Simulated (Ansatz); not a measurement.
# CsAgMoO4 (built on the sites of a database entry of CsLiMoO4): phonons and vibrational spectra, part 3 of 4

How does CsAgMoO4 (built on the sites of a database entry of CsLiMoO4) vibrate, and is this structure a minimum?

Ansatz 0.2.0; DFT PBEsol, scalar-relativistic, plane waves, PAW.

So far. Step 4 (Tight relaxation): The largest force component left is 0.66 meV/Å and the pressure is 0.009 GPa, within the tolerances set. The cell now holds 27.20 Å³/atom. Step 5 (Linear response at the zone centre): Before it was imposed, the acoustic sum rule was missed by 9.9e-5 eV/Å² and the charge sum rule by 5.4e-5 e. Small misses are needed for a sound result but don't prove that mesh and cutoff are converged. The relaxed cell has a = 9.132 Å (conventional setting).

The structure was built from a prototype and need not be the compound's stable phase.

## Step 6: The dispersion

Stability and thermal properties need the whole zone. Linear response on a 2×2×2 q mesh gives force constants as far as a supercell of that size would, and the tensors from the zone-centre run are typed in so that the long-range dipole term is interpolated apart.

File input.yaml:

```yaml
crystal:
  lattice:
    - [0.0, 4.5658374057, 4.5658374057]
    - [4.5658374057, 0.0, 4.5658374057]
    - [4.5658374057, 4.5658374057, 0.0]
  atoms:
    - { symbol: Cs, position: [0.75, 0.75, 0.75] }
    - { symbol: Ag, position: [0.5, 0.5, 0.5] }
    - { symbol: Mo, position: [0.25, 0.25, 0.25] }
    - { symbol: O, position: [0.9148221723, 0.3617259426, 0.3617259426] }
    - { symbol: O, position: [0.3617259426, 0.3617259426, 0.9148221723] }
    - { symbol: O, position: [0.3617259426, 0.9148221723, 0.3617259426] }
    - { symbol: O, position: [0.3617259426, 0.3617259426, 0.3617259426] }
kpoints:
  mp_grid: { grid: [4, 4, 4] }
hamiltonian:
  xc: pbesol
scf:
  occupations: { method: fixed }
output:
  eigenvalues: true
phonons:
  method: dfpt
  qmesh: [2, 2, 2]
  temperatures: { t_max: 1000, t_step: 50 }
  qpath:
    path:
      - [[0.0, 0.0, 0.0], [-0.5, -0.5, 0.0], [-0.375, -0.375, 0.25]]
      - [[-0.375, 0.0, 0.375], [0.0, 0.0, 0.0], [0.0, 0.0, 0.5], [-0.5, -0.25, 0.25], [-0.5, -0.5, 0.0]]
    npoints: 10
  non_analytic_term:
    high_frequency_dielectric_tensor: [[2.9373, 0.0, 0.0], [0.0, 2.9373, 0.0], [0.0, 0.0, 2.9373]]
    born_effective_charges:
      - { species: Cs, tensor: [[1.3153, 0.0, 0.0], [0.0, 1.3153, 0.0], [0.0, 0.0, 1.3153]] }
      - { species: Ag, tensor: [[1.1586, 0.0, 0.0], [0.0, 1.1586, 0.0], [0.0, 0.0, 1.1586]] }
      - { species: Mo, tensor: [[3.5619, 0.0, 0.0], [0.0, 3.5619, 0.0], [0.0, 0.0, 3.5619]] }
      - { species: O, tensor: [[-1.5089, 0.9646, 0.9646], [0.9646, -1.5089, -0.9646], [0.9646, -0.9646, -1.5089]] }
      - { species: O, tensor: [[-1.5089, -0.9646, 0.9646], [-0.9646, -1.5089, 0.9646], [0.9646, 0.9646, -1.5089]] }
      - { species: O, tensor: [[-1.5089, 0.9646, -0.9646], [0.9646, -1.5089, 0.9646], [-0.9646, 0.9646, -1.5089]] }
      - { species: O, tensor: [[-1.5089, -0.9646, -0.9646], [-0.9646, -1.5089, -0.9646], [-0.9646, -0.9646, -1.5089]] }
    source: "zone-centre run at this cell"
```

The run is started by

```bash
$ ansatz run input.yaml --threads 8 --pin off --max-ram 14336MiB --backend cpu --events-out ev --progress --plain --runs-dir out
```

Numbers of over 12 decimals in the logs are rounded to 6 here.

The program printed:

```text
Warning: phonons: the dynamical matrix that this run interpolates holds no multipole term above the dipole-dipole one, and a site of this crystal is no centre of inversion, so its interpolated transverse optical and acoustic branches and sound speeds can stay off near Gamma, and the density of states and the thermodynamics with them. What a run solves at a wave vector of phonons.qpoints, Gamma apart, where the deck admits one, is free of this, and under fd what a larger phonons.supercell samples
[...]
Crystal: 7 atoms, lattice volume = 190.367 Å³
Basis set: ecut = 420 eV, 3719 PW (Γ), exchange–correlation on 90×90×90 points (8 copies of the dense FFT grid, shifted against one another)
Bands: 40, of which v1, the nominal top of the filled ones, is band 33 counted from 1 (32 counted from 0)
Symmetry: 24 space group operations
k-points: 8 of 64 (time reversal used)
[...]
SCF iter   1: F=—  HF=-20249.804439 eV  |F-HF|=—  |Δ(HF+E_count)|=         —  Δρ=9.64e-3  dr2=1.91e-1  ethr=1.77e-3  ⟨swp⟩=4.9  Hψ=1155  notcnv=0  defer=37
[...]
SCF iter  11: F=-20249.771373 eV  HF=-20249.771373 eV  |F-HF|=0.00e0  |Δ(HF+E_count)|=  5.09e-11  Δρ=3.25e-8  dr2=3.66e-12  ethr=1.00e-12  ⟨swp⟩=13.0  Hψ=1739  notcnv=0
SCF 1 converged in 11 iterations: F = -20249.771373 eV  dr2 = 3.66e-12
[...]
DFPT response loops at q = (0, 0, 0) (fractional): preconditioner auto → none (the input reference at scf.mixing.eps_inf says where Resta's filter doesn't serve); β = 0.50; Broyden in place of MSR1
[...]
SCF converged after 11 iterations
Free energy (F): -20249.771373 eV
[...]
Internal energy: -20249.771373 eV  (E = F + TS)
E sigma→0 (E₀):  -20249.771373 eV
Fermi energy:    2.921324 eV
[...]
--- Band table (eV; the first three rows and the last of 8) ---
  k-point 0: bands = [... 29 lower, 1.5935, 2.1264, 2.1264, 2.1264, 5.7959, 6.7252, 6.7252, 8.5739, ... 3 higher]
  k-point 1: bands = [... 29 lower, 1.8104, 2.4805, 2.4805, 2.5308, 6.2178, 6.6963, 6.6963, 7.9408, ... 3 higher]
  k-point 2: bands = [... 29 lower, 1.8346, 2.7623, 2.7623, 2.9186, 6.6680, 6.6680, 6.7188, 7.6435, ... 3 higher]
  k-point 7: bands = [... 29 lower, 2.4631, 2.6897, 2.8836, 2.9213, 6.4592, 6.6987, 6.9518, 7.7972, ... 3 higher]
--- Phonons (Γ-DFPT): 4 representative perturbations + reference (Σ response iterations 15) ---
  ASR residual: 2.429e-5 → 0.000e0 eV/Å²; symmetrization residual: 3.056e-6 eV/Å²
  ASR residual per site (eV/Å²): 1.63e-6 3.81e-6 6.54e-6 2.43e-5 2.43e-5 2.43e-5 2.43e-5
[...]
--- Phonons (arbitrary-q DFPT): 3 irreducible q on the 2×2×2 mesh ---
  q = [0.0000, 0.0000, 0.0000] (star 1, of the zone-centre solve; hermiticity 1.05e-7, symmetrization 9.47e-14): -102.01 -102.01 -102.01 -28.04 -28.04 -28.04 -0.00 0.00 0.00 116.51 116.51 116.51 268.34 268.34 312.46 312.46 312.46 849.49 849.49 849.49 921.44
  q = [0.0000, 0.0000, -0.5000] (star 4, 6 solved perturbations in 156 linear systems a pass and spin channel, the states on 36 of 64 k-point pairs; hermiticity 1.36e-7, symmetrization 7.84e-13): -102.38 -88.65 -88.65 -28.43 -28.43 -22.71 -22.71 4.52 72.73 130.93 130.93 138.09 266.60 266.60 304.42 304.42 311.90 849.96 849.96 910.04 918.92
[...]
sum rule: each row above includes the acoustic sum rule's correction from the zone centre's row sums; it moved no ω² by more than (0.67 cm⁻¹)²
  mesh force constants: q→R imaginary residual 1.15e-17; ASR residual 2.429e-5 → 0.000e0 eV/Å²; symmetrization residual 2.309e-14 eV/Å²
  interpolated dispersion: 63 rows × 21 modes
  density of states and harmonic sums: on the 12×12×12 q-mesh, interpolated from the force constants of a 2×2×2 supercell (with the dipole–dipole term of supplied tensors)
  largest difference from the sums on the solved wave vectors: F 1.16e-1 eV, S 1.64e-4 and C_V 4.72e-5 eV/K
  zero-point energy: 0.340081 eV/cell   skipped modes (ω ≤ 0): 457, of them read as no rigid motion or as one in doubt: 454 (6.324e0 modes/cell left out, lowest -102.38 cm⁻¹)   left out of the sums: 3.01e-1 of the cell's modes: C_V's classical limit lies that fraction below 3 k_B per atom; for a crystal, a wire or a layer, F and S can be off by more, and a phonons.interpolated_qmesh denser along its periods is the remedy for the sampling
```

Elapsed: 35 s, on 8 threads of Intel Xeon 6975P-C (Granite Rapids), shared host; peak memory 1.5 GiB.

This step gave:

```
sum-rule residual before enforcement                    : 2.43e-5 eV/Å²
lowest frequency on the path                            : -102.4 cm⁻¹
highest frequency on the path or at a solved wavevector : 921.4 cm⁻¹
lowest mode on the q mesh (acoustic modes at Γ apart)   : -102.4 cm⁻¹
```

Frequencies (cm⁻¹) solved at each irreducible wavevector; negative means imaginary. Frequencies by wavevector, by row:

```
q in reciprocal lattice units  star  mode 1  mode 2  mode 3  mode 4  mode 19  mode 20  mode 21
                        0 0 0     1    -102    -102    -102     -28    849.5    849.5    921.4
                     0 0 -0.5     4  -102.4   -88.7   -88.7   -28.4      850      910    918.9
                  0 -0.5 -0.5     3   -93.6   -93.6   -85.9   -43.1    850.7    912.4    916.1
```

Interpolated from a 2×2×2 q mesh, with the LO-TO term (at Γ the limit along the path; where Γ stands inside the path, tables give the limit on arrival). Phonon branches along the path, in cm⁻¹:

```
    point  branch 1  branch 2  branch 3  branch 4  branch 18  branch 19  branch 20  branch 21
        Γ      -102      -102      -102       -28        850        850        906        921
  halfway       -98       -98       -93       -38        850        850        908        921
        X       -94       -94       -86       -43        851        851        912        916
  halfway       -94       -92       -87       -42        851        852        912        915
        U       -95       -89       -89       -39        850        854        911        914
jump to K       -95       -89       -89       -39        850        854        911        914
  halfway       -99       -98       -91       -37        850        852        907        920
        Γ      -102      -102      -102       -28        850        850        906        921
  halfway      -102       -96       -96       -29        850        850        907        921
        L      -102       -89       -89       -28        850        850        910        919
  halfway       -98       -90       -88       -37        850        853        910        916
        W       -91       -91       -90       -40        852        853        912        913
  halfway       -93       -92       -87       -42        851        852        912        915
        X       -94       -94       -86       -43        851        851        912        916
```

Tetrahedra on a 12×12×12 mesh, mean over bins of 10 cm-1. Interpolated from a 2×2×2 q mesh. Phonon density of states against wavenumber; read off at these points:

```
wavenumber (cm⁻¹)  phonon density of states (1/cm⁻¹/cell)
             -105                                  0.0290
              -95                                   0.182
              -75                                       0
              -45                                  0.0221
              -35                                   0.143
              -25                                  0.0676
                5                                  0.0295
               35                                  0.0272
               65                                  0.0159
               85                                  0.0235
              115                                  0.0380
              145                                  0.0762
              175                                       0
              205                                       0
              225                                       0
              255                                       0
              265                                   0.141
              285                                       0
              305                                   0.195
              315                                  0.0620
              345                                       0
              365                                       0
              395                                       0
              425                                       0
              455                                       0
              475                                       0
              505                                       0
              535                                       0
              565                                       0
              595                                       0
              615                                       0
              645                                       0
              675                                       0
              705                                       0
              735                                       0
              755                                       0
              785                                       0
              815                                       0
              845                                  0.0665
              855                                   0.133
              865                                  1.0e-5
              895                                  8.0e-5
              925                                  0.0188
```

The partial phonon density of states has structure finer than the step of the table below, so its rows give means over 50 cm⁻¹, whole bins alone (the curve runs from -112 to 959 cm⁻¹). Peaks (cm⁻¹: height): Ag -31.5: 0.0232, 29.1: 0.00991, 137.0: 0.0425; Cs -24.8: 0.0499, 22.4: 0.0378; Mo -31.5: 0.0163, 137.0: 0.0186, 305.4: 0.0410, 851.3: 0.0192; O -92.2: 0.129, 265.0: 0.089, 305.4: 0.0903, 851.3: 0.0836.

Phonopy on the run's constants, 11x11x11 mesh, Gaussian sigma 7.7 cm-1. Interpolated from a 2×2×2 q mesh. Table of partial phonon density of states by wavenumber; means over each step; values in 1/cm⁻¹/cell:

```
wavenumber (cm⁻¹)       Ag       Cs       Mo        O
              -50  0.00945   0.0173  0.00650  0.00734
                0  0.00687   0.0337  0.00462  0.00358
               50  0.00705  0.00805  0.00385  0.00293
              100   0.0150   2.4e-4  0.00668  0.00768
              150   0.0201   7.4e-5  0.00886   0.0119
              200   1.4e-6        0   7.2e-7   9.6e-7
              250   2.3e-5   2.5e-5   8.9e-5   0.0302
              300   6.1e-4   3.7e-5   0.0182   0.0496
              350   9.6e-6   8.6e-7   3.7e-4   8.1e-4
              400        0        0        0        0
              450        0        0        0        0
              500        0        0        0        0
              550        0        0        0        0
              600        0        0        0        0
              650        0        0        0        0
              700        0        0        0        0
              750        0        0        0        0
              800        0        0   8.4e-6   3.7e-5
              850   1.2e-5        0  0.00746   0.0324
              900   1.9e-5   1.3e-6  0.00302   0.0325
```

Symmetry leaves 3 wavevectors to solve. The lowest mode among them, the acoustic zeros apart, lies at q = (0, 0, -0.5) and is imaginary, 102.4i cm⁻¹, so the energy falls along it.

(Part 3 of 4 ends here.)

[Logs are printed without paths, hosts, clocks, repeated set-up lines and the standing remarks that a program may print on its own settings, such as how far it seeks lower states.]

[Hosts, paths, dates, database ids (printed as entryN), source tags and the programs' standing remarks are cut or masked in the printed files.]
